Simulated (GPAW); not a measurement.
# Settings that the conductance of a Au chain with a Cl atom on top of one atom needs

Aim: the cheapest settings that leave the conductance of a Au chain with a Cl atom on top of one atom unchanged.

Calculated with GPAW 26.7.0; GPAW LCAO, PAW setups; Landauer transmission from Green's functions with principal layers (ASE), zero bias.

### Step 1. Set-up

The cell holds 12 atoms: 11 Au and 1 Cl. Cell: a = 9.000 Å, b = 9.000 Å, c = 28.600 Å, α = 90.0°, β = 90.0°, γ = 90.0°. Regions: left lead, 5 atoms (5 Au); channel, 2 atoms (1 Au and 1 Cl); right lead, 5 atoms (5 Au). Vacuum lies along a and b. The structure is stacked along c, and the current runs across the ab planes.

### Step 2. Base settings

All settings start at ordinary values; they are then varied in turn, with meshes following the cell where its length changes.

File run.py:

```python
import json
import numpy as np
from ase import Atoms
from ase.transport.calculators import TransportCalculator
from gpaw import GPAW, FermiDirac
from gpaw.lcao.tools import get_lcao_hamiltonian
from scipy.linalg import eigh

# The junction with lead layers at both ends, along the third cell vector
device = Atoms(
    ['Au', 'Au', 'Au', 'Au', 'Au', 'Au', 'Cl', 'Au', 'Au', 'Au', 'Au', 'Au'],
    positions=[
        [4.50000, 4.50000, 1.30000],
        [4.50000, 4.50000, 3.90000],
        [4.50000, 4.50000, 6.50000],
        [4.50000, 4.50000, 9.10000],
        [4.50000, 4.50000, 11.70000],
        [4.50000, 4.50000, 14.30000],
        [6.61420, 4.50000, 14.30000],
        [4.50000, 4.50000, 16.90000],
        [4.50000, 4.50000, 19.50000],
        [4.50000, 4.50000, 22.10000],
        [4.50000, 4.50000, 24.70000],
        [4.50000, 4.50000, 27.30000]],
    cell=[[9.0, 0.0, 0.0], [0.0, 9.0, 0.0], [0.0, 0.0, 28.6]],
    pbc=True)

# One principal layer of the lead: the first 3 atoms of the device
lead = Atoms(
    ['Au', 'Au', 'Au'],
    positions=[
        [4.50000, 4.50000, 1.30000],
        [4.50000, 4.50000, 3.90000],
        [4.50000, 4.50000, 6.50000]],
    cell=[[9.0, 0.0, 0.0], [0.0, 9.0, 0.0], [0.0, 0.0, 7.8]],
    pbc=True)

settings = dict(mode='lcao', basis='dzp', xc='PBE', h=0.2,
                occupations=FermiDirac(0.1), maxiter=250,
                mixer=dict(beta=0.1, nmaxold=8, weight=100.0),
                convergence=dict(density=0.0001))
energies = np.arange(-2, 2 + 1e-9, 0.05)
eta = 0.0001
n1, n2 = 1, 1
# k and -k transmit alike, so half of the mesh across the current serves
mesh = [(i, j) for i in range(n1) for j in range(n2) if (i, j) <= (-i % n1, -j % n2)]
weights = np.array([1 if (i, j) == (-i % n1, -j % n2) else 2 for i, j in mesh]) / (n1 * n2)

# [... helper functions left out ...]
fermi_lead = ground_state(lead, (1, 1, 15), 'lead.txt')
fermi_device = ground_state(device, (1, 1, 3), 'device.txt')
# [... loop over the mesh left out, but for ...]
        # Shift the lead onto the potential of the device's first layer
        shift = ((H[:, 0, 0] - H0[:, 0, 0]) / S0[0, 0]).real.mean()
# [...]
kT = 8.617333e-5 * 77
bias = [0.1, 0.2, 0.5, 1.0, 1.5, 2.0]
# [... integrals and printing left out ...]
```

Command:

```
$ OMP_NUM_THREADS=1 OPENBLAS_NUM_THREADS=2 python run.py
```

The program printed:

```text
basis functions: device 178, principal layer 45
Fermi level: lead -4.6464 eV, device -4.4366 eV; lead shifted by 0.0010 eV
largest coupling past the next layer 2.46e-07 eV, largest misfit of the first layer 0.015 eV
  E-E_F (eV)   T (one spin)  [channel counts left out]
    -2.000    1.6930e+00
    -1.950    1.8497e+00
    -1.900    2.0939e+00
    -1.850    2.2442e+00
    -1.800    2.2944e+00
    -1.750    2.2986e+00
    -1.700    2.2920e+00
    -1.650    2.2976e+00
    -1.600    2.3472e+00
    -1.550    2.4079e+00
    -1.500    1.3946e+00
    -1.450    1.5476e+00
    -1.400    1.6160e+00
    -1.350    1.6190e+00
    -1.300    1.6198e+00
    -1.250    2.3466e+00
[...]
1.650    9.9663e-01
     1.700    9.9770e-01
     1.750    9.9846e-01
     1.800    9.9897e-01
     1.850    9.9928e-01
     1.900    9.9945e-01
     1.950    9.9949e-01
     2.000    9.9944e-01
conductance at 77 K: 0.29789 G0 a cell; thermopower 3.633 uV/K
current from the zero-bias T(E) at 0.1 V: 2.3127 uA
current from the zero-bias T(E) at 0.2 V: 4.6759 uA
current from the zero-bias T(E) at 0.5 V: 14.581 uA
current from the zero-bias T(E) at 1.0 V: 36.119 uA
current from the zero-bias T(E) at 1.5 V: 58.657 uA
current from the zero-bias T(E) at 2.0 V: 92.908 uA
```

Wall time 31 s (2 threads of Intel Xeon Platinum 8559C (Emerald Rapids), shared host); peak memory 0.96 GiB.

This step gave:

* conductance: 0.2979 G₀
* thermopower: 3.633 μV/K
* largest coupling past the next principal layer: 2.46e-7 eV
* largest misfit of the first principal layer: 0.01492 eV
* shift that aligns the lead: 0.001049 eV
* basis functions of the junction: 178
* basis functions of a principal layer: 45
* transmission at the Fermi level (one spin): 0.2978

One spin. Table of transmission, zone mean by energy, zero at the Fermi level:

energy (eV), transmission, zone mean and a bar:
```
    -2.00       1.69 #####################
    -1.90       2.09 ##########################
    -1.80       2.29 #############################
    -1.70       2.29 #############################
    -1.55       2.41 ##############################
    -1.45       1.55 ###################
    -1.35       1.62 ####################
    -1.25       2.35 #############################
    -1.15       1.43 ##################
    -1.05       1.28 ################
    -0.90       1.13 ##############
    -0.80       1.04 #############
    -0.70       1.01 #############
    -0.60       1.00 ############
    -0.50       1.01 #############
    -0.40       1.05 #############
    -0.25       1.08 #############
    -0.15       0.56 #######
    -0.05       0.33 ####
     0.00       0.30 ####
     0.05       0.27 ###
     0.15       0.21 ###
     0.25       0.14 ##
     0.40       0.03 
     0.50       0.00 
     0.60       0.09 #
     0.70       0.30 ####
     0.80       0.54 #######
     0.90       0.72 #########
     1.05       0.88 ###########
     1.15       0.93 ############
     1.25       0.96 ############
     1.35       0.98 ############
     1.45       0.99 ############
     1.55       0.99 ############
     1.70       1.00 ############
     1.80       1.00 ############
     1.90       1.00 ############
     2.00       1.00 ############
```

Not self-consistent under bias; the bias window is split evenly. Table of current through one cell, from the zero-bias transmission by bias:

```csv
bias (V),"current through one cell, from the zero-bias transmission (μA)"
0.100,2.31
0.200,4.68
0.500,14.6
1.000,36.1
1.500,58.7
2.000,92.9
```

Couplings past the next layer reach 2.5e-7 eV, small enough to drop; the matrix elements of the cell's first layer differ from the bulk lead's by up to 0.015 eV. That layer keeps its own values in the calculation, and only beyond it is the lead taken as perfect. The Fermi levels of lead and junction count from different zeros of potential, one for each periodic cell; with both set to zero, the small remaining shift is what aligns them. Without spin-orbit coupling, which is large for these atoms, channel counts and T are those of the scalar-relativistic bands. By hand: G = 0.2979 × 77.48 μS = 23.1 μS, a resistance of 43.3 kΩ; at 0.1 V a linear junction would pass 2.31 μA, and the integral over the bias window gives 2.31 μA. Mott's formula, S = -(π²/3)(k_B²T/e) d ln T/dE, has the prefactor 1.88 μV/K·eV at 77 K; T = 0.3281 at -0.05 eV and 0.2706 at 0.05 eV give a slope of -1.93 per eV and S = 3.63 μV/K, beside 3.63 μV/K from the thermal integral, which interpolates the same grid.

### Step 3. Grid spacing: h = 0.3

The real-space grid carries density and potential; a coarse one breaks translation symmetry along the lead and scatters electrons that should pass.

Edit run.py of step 2 so:

```diff
@@ -37,3 +37,3 @@
 
-settings = dict(mode='lcao', basis='dzp', xc='PBE', h=0.2,
+settings = dict(mode='lcao', basis='dzp', xc='PBE', h=0.3,
                 occupations=FermiDirac(0.1), maxiter=250,
```

The program printed:

```text
basis functions: device 178, principal layer 45
Fermi level: lead -4.6513 eV, device -4.4414 eV; lead shifted by 0.0019 eV
largest coupling past the next layer 2.46e-07 eV, largest misfit of the first layer 0.016 eV
  E-E_F (eV)   T (one spin)  [channel counts left out]
    -2.000    1.6852e+00
    -1.950    1.8224e+00
    -1.900    2.0674e+00
    -1.850    2.2309e+00
    -1.800    2.2893e+00
    -1.750    2.2967e+00
    -1.700    2.2901e+00
    -1.650    2.2931e+00
    -1.600    2.3356e+00
    -1.550    2.4239e+00
    -1.500    1.4261e+00
    -1.450    1.5288e+00
    -1.400    1.6103e+00
    -1.350    1.6188e+00
    -1.300    1.6263e+00
    -1.250    2.3805e+00
[...]
1.650    9.9619e-01
     1.700    9.9733e-01
     1.750    9.9816e-01
     1.800    9.9874e-01
     1.850    9.9913e-01
     1.900    9.9937e-01
     1.950    9.9948e-01
     2.000    9.9949e-01
conductance at 77 K: 0.29638 G0 a cell; thermopower 3.643 uV/K
current from the zero-bias T(E) at 0.1 V: 2.3017 uA
current from the zero-bias T(E) at 0.2 V: 4.6785 uA
current from the zero-bias T(E) at 0.5 V: 14.594 uA
current from the zero-bias T(E) at 1.0 V: 36.207 uA
current from the zero-bias T(E) at 1.5 V: 58.936 uA
current from the zero-bias T(E) at 2.0 V: 93.569 uA
```

It took 16 s on 2 threads; peak memory 0.37 GiB.

This step gave:

- conductance: 0.2964 G₀
- largest misfit of the first principal layer: 0.01555 eV
- shift that aligns the lead: 0.001876 eV
- transmission at the Fermi level (one spin): 0.2963

One spin. Table of transmission, zone mean by energy, zero at the Fermi level:

energy (eV), transmission, zone mean and a bar:
```
    -2.00       1.69 #####################
    -1.85       2.23 ############################
    -1.70       2.29 ############################
    -1.60       2.34 #############################
    -1.55       2.42 ##############################
    -1.45       1.53 ###################
    -1.30       1.63 ####################
    -1.25       2.38 #############################
    -1.15       1.45 ##################
    -1.05       1.30 ################
    -0.90       1.14 ##############
    -0.75       1.04 #############
    -0.60       1.01 ############
    -0.50       1.01 ############
    -0.35       1.08 #############
    -0.20       0.70 #########
    -0.05       0.33 ####
     0.00       0.30 ####
     0.05       0.27 ###
     0.20       0.18 ##
     0.35       0.06 #
     0.50       0.00 
     0.60       0.09 #
     0.75       0.43 #####
     0.90       0.72 #########
     1.05       0.88 ###########
     1.15       0.93 ###########
     1.30       0.97 ############
     1.45       0.99 ############
     1.60       0.99 ############
     1.70       1.00 ############
     1.85       1.00 ############
     2.00       1.00 ############
```

Not self-consistent under bias; the bias window is split evenly. Table of current through one cell, from the zero-bias transmission by bias:

```
bias (V)  current through one cell, from the zero-bias transmission (μA)
   0.100                                                            2.30
   0.200                                                            4.68
   0.500                                                            14.6
   1.000                                                            36.2
   1.500                                                            58.9
   2.000                                                            93.6
```

The conductance, 0.296 G₀, lies 0.5 % below that of the base run.

### Step 4. Grid spacing: h = 0.26

Edit run.py of step 3 so:

```diff
@@ -37,3 +37,3 @@
 
-settings = dict(mode='lcao', basis='dzp', xc='PBE', h=0.3,
+settings = dict(mode='lcao', basis='dzp', xc='PBE', h=0.26,
                 occupations=FermiDirac(0.1), maxiter=250,
```

The program printed:

```text
basis functions: device 178, principal layer 45
Fermi level: lead -4.6476 eV, device -4.4371 eV; lead shifted by 0.0012 eV
largest coupling past the next layer 2.46e-07 eV, largest misfit of the first layer 0.015 eV
  E-E_F (eV)   T (one spin)  [channel counts left out]
    -2.000    1.6942e+00
    -1.950    1.8575e+00
    -1.900    2.1006e+00
    -1.850    2.2470e+00
    -1.800    2.2956e+00
    -1.750    2.2997e+00
    -1.700    2.2937e+00
    -1.650    2.3009e+00
    -1.600    2.3543e+00
    -1.550    2.3904e+00
    -1.500    1.3926e+00
    -1.450    1.5556e+00
    -1.400    1.6186e+00
    -1.350    1.6197e+00
    -1.300    1.6192e+00
    -1.250    2.3448e+00
[...]
1.650    9.9659e-01
     1.700    9.9767e-01
     1.750    9.9844e-01
     1.800    9.9896e-01
     1.850    9.9928e-01
     1.900    9.9944e-01
     1.950    9.9949e-01
     2.000    9.9945e-01
conductance at 77 K: 0.30014 G0 a cell; thermopower 3.592 uV/K
current from the zero-bias T(E) at 0.1 V: 2.3301 uA
current from the zero-bias T(E) at 0.2 V: 4.713 uA
current from the zero-bias T(E) at 0.5 V: 14.673 uA
current from the zero-bias T(E) at 1.0 V: 36.229 uA
current from the zero-bias T(E) at 1.5 V: 58.724 uA
current from the zero-bias T(E) at 2.0 V: 92.905 uA
```

Wall time 21 s (2 threads); peak memory 0.55 GiB.

Numbers from this step:

| Quantity | Value |
| --- | --- |
| conductance | 0.3001 G₀ |
| thermopower | 3.592 μV/K |
| largest misfit of the first principal layer | 0.01455 eV |
| shift that aligns the lead | 0.001169 eV |
| transmission at the Fermi level (one spin) | 0.3000 |

One spin. Table of transmission, zone mean by energy, zero at the Fermi level:

```
energy (eV)  transmission, zone mean
      -2.00                     1.69
      -1.90                     2.10
      -1.80                     2.30
      -1.70                     2.29
      -1.55                     2.39
      -1.45                     1.56
      -1.35                     1.62
      -1.25                     2.34
      -1.15                     1.44
      -1.05                     1.29
      -0.90                     1.12
      -0.80                     1.04
      -0.70                     1.02
      -0.60                     1.00
      -0.50                     1.01
      -0.40                     1.05
      -0.25                     1.08
      -0.15                    0.563
      -0.05                    0.330
       0.00                    0.300
       0.05                    0.273
       0.15                    0.216
       0.25                    0.146
       0.40                   0.0315
       0.50                  0.00108
       0.60                   0.0843
       0.70                    0.293
       0.80                    0.542
       0.90                    0.712
       1.05                    0.873
       1.15                    0.927
       1.25                    0.958
       1.35                    0.976
       1.45                    0.987
       1.55                    0.993
       1.70                    0.998
       1.80                    0.999
       1.90                    0.999
       2.00                    0.999
```

Not self-consistent under bias; the bias window is split evenly. Table of current through one cell, from the zero-bias transmission by bias:

| bias (V) | current through one cell, from the zero-bias transmission (μA) |
| --- | --- |
| 0.100 | 2.33 |
| 0.200 | 4.71 |
| 0.500 | 14.7 |
| 1.000 | 36.2 |
| 1.500 | 58.7 |
| 2.000 | 92.9 |

The conductance, 0.300 G₀, lies 0.8 % above that of the base run.

### Step 5. Varying the grid spacing

Edit run.py of step 4 so:

```diff
@@ -37,3 +37,3 @@
 
-settings = dict(mode='lcao', basis='dzp', xc='PBE', h=0.26,
+settings = dict(mode='lcao', basis='dzp', xc='PBE', h=0.22,
                 occupations=FermiDirac(0.1), maxiter=250,
```

The program printed:

```text
basis functions: device 178, principal layer 45
Fermi level: lead -4.6469 eV, device -4.4367 eV; lead shifted by 0.0010 eV
largest coupling past the next layer 2.46e-07 eV, largest misfit of the first layer 0.015 eV
  E-E_F (eV)   T (one spin)  [channel counts left out]
    -2.000    1.6938e+00
    -1.950    1.8539e+00
    -1.900    2.0971e+00
[...]
1.950    9.9949e-01
     2.000    9.9945e-01
conductance at 77 K: 0.29902 G0 a cell; thermopower 3.61 uV/K
current from the zero-bias T(E) at 0.1 V: 2.3214 uA
current from the zero-bias T(E) at 0.2 V: 4.6936 uA
current from the zero-bias T(E) at 0.5 V: 14.624 uA
current from the zero-bias T(E) at 1.0 V: 36.183 uA
current from the zero-bias T(E) at 1.5 V: 58.698 uA
current from the zero-bias T(E) at 2.0 V: 92.972 uA
```

Run time: 27 s. Hardware: 2 threads; peak memory 0.74 GiB.

One spin. Transmission, zone mean against energy, zero at the Fermi level:

energy (eV), transmission, zone mean and a bar:
```
   -2.000       1.69 #####################
   -1.800       2.29 #############################
   -1.600       2.35 #############################
   -1.550       2.40 ##############################
   -1.400       1.62 ####################
   -1.250       2.35 #############################
   -1.200       1.62 ####################
   -1.000       1.21 ###############
   -0.800       1.04 #############
   -0.600       1.00 ############
   -0.400       1.05 #############
   -0.200       0.70 #########
    0.000       0.30 ###
    0.200       0.18 ##
    0.400       0.03 
    0.600       0.09 #
    0.800       0.53 ######
    1.000       0.84 ##########
    1.200       0.95 ############
    1.400       0.98 ############
    1.600       1.00 ############
    1.800       1.00 ############
    2.000       1.00 ############
```

The conductance, 0.299 G₀, lies 0.4 % above that of the base run.

### Step 6. Varying the grid spacing

Edit run.py of step 5 so:

```diff
@@ -37,3 +37,3 @@
 
-settings = dict(mode='lcao', basis='dzp', xc='PBE', h=0.22,
+settings = dict(mode='lcao', basis='dzp', xc='PBE', h=0.16,
                 occupations=FermiDirac(0.1), maxiter=250,
```

The program printed:

```text
basis functions: device 178, principal layer 45
Fermi level: lead -4.6465 eV, device -4.4364 eV; lead shifted by 0.0010 eV
largest coupling past the next layer 2.46e-07 eV, largest misfit of the first layer 0.015 eV
  E-E_F (eV)   T (one spin)  [channel counts left out]
    -2.000    1.6933e+00
    -1.950    1.8501e+00
    -1.900    2.0945e+00
[...]
1.950    9.9949e-01
     2.000    9.9945e-01
conductance at 77 K: 0.29761 G0 a cell; thermopower 3.637 uV/K
current from the zero-bias T(E) at 0.1 V: 2.3105 uA
current from the zero-bias T(E) at 0.2 V: 4.6711 uA
current from the zero-bias T(E) at 0.5 V: 14.566 uA
current from the zero-bias T(E) at 1.0 V: 36.092 uA
current from the zero-bias T(E) at 1.5 V: 58.623 uA
current from the zero-bias T(E) at 2.0 V: 92.913 uA
```

Run time: 65 s. Hardware: 2 threads; peak memory 1.8 GiB.

The conductance equals that of the base run to 0.2 %.

### Step 7. Grid spacing: h = 0.14

Edit run.py of step 6 so:

```diff
@@ -37,3 +37,3 @@
 
-settings = dict(mode='lcao', basis='dzp', xc='PBE', h=0.16,
+settings = dict(mode='lcao', basis='dzp', xc='PBE', h=0.14,
                 occupations=FermiDirac(0.1), maxiter=250,
```

The program printed:

```text
basis functions: device 178, principal layer 45
Fermi level: lead -4.6464 eV, device -4.4364 eV; lead shifted by 0.0010 eV
largest coupling past the next layer 2.46e-07 eV, largest misfit of the first layer 0.015 eV
  E-E_F (eV)   T (one spin)  [channel counts left out]
    -2.000    1.6928e+00
    -1.950    1.8500e+00
    -1.900    2.0950e+00
[...]
1.950    9.9949e-01
     2.000    9.9945e-01
conductance at 77 K: 0.29724 G0 a cell; thermopower 3.642 uV/K
current from the zero-bias T(E) at 0.1 V: 2.3076 uA
current from the zero-bias T(E) at 0.2 V: 4.6653 uA
current from the zero-bias T(E) at 0.5 V: 14.553 uA
current from the zero-bias T(E) at 1.0 V: 36.085 uA
current from the zero-bias T(E) at 1.5 V: 58.639 uA
current from the zero-bias T(E) at 2.0 V: 92.975 uA
```

Run time: 98 s. Hardware: 2 threads; peak memory 2.5 GiB.

The conductance, 0.297 G₀, lies 0.2 % below that of the base run.

### Step 8. Convergence in the grid spacing

The runs and the base run on one axis.

This step: convergence of the conductance (GPAW 26.7.0).

The conductance by grid spacing:

```csv
grid spacing (Å),conductance (G₀)
0.1400,0.297
0.1600,0.298
0.2000,0.298
0.2200,0.299
0.2600,0.300
0.3000,0.296
```

[end of part 1 of 4]

[Logs are printed without paths, hosts, clocks, repeated set-up lines and the standing remarks that a program may print on its own settings, such as how far it seeks lower states.]

[Hosts, paths, dates, database ids (printed as entryN), source tags and the programs' standing remarks are cut or masked in the printed files.]
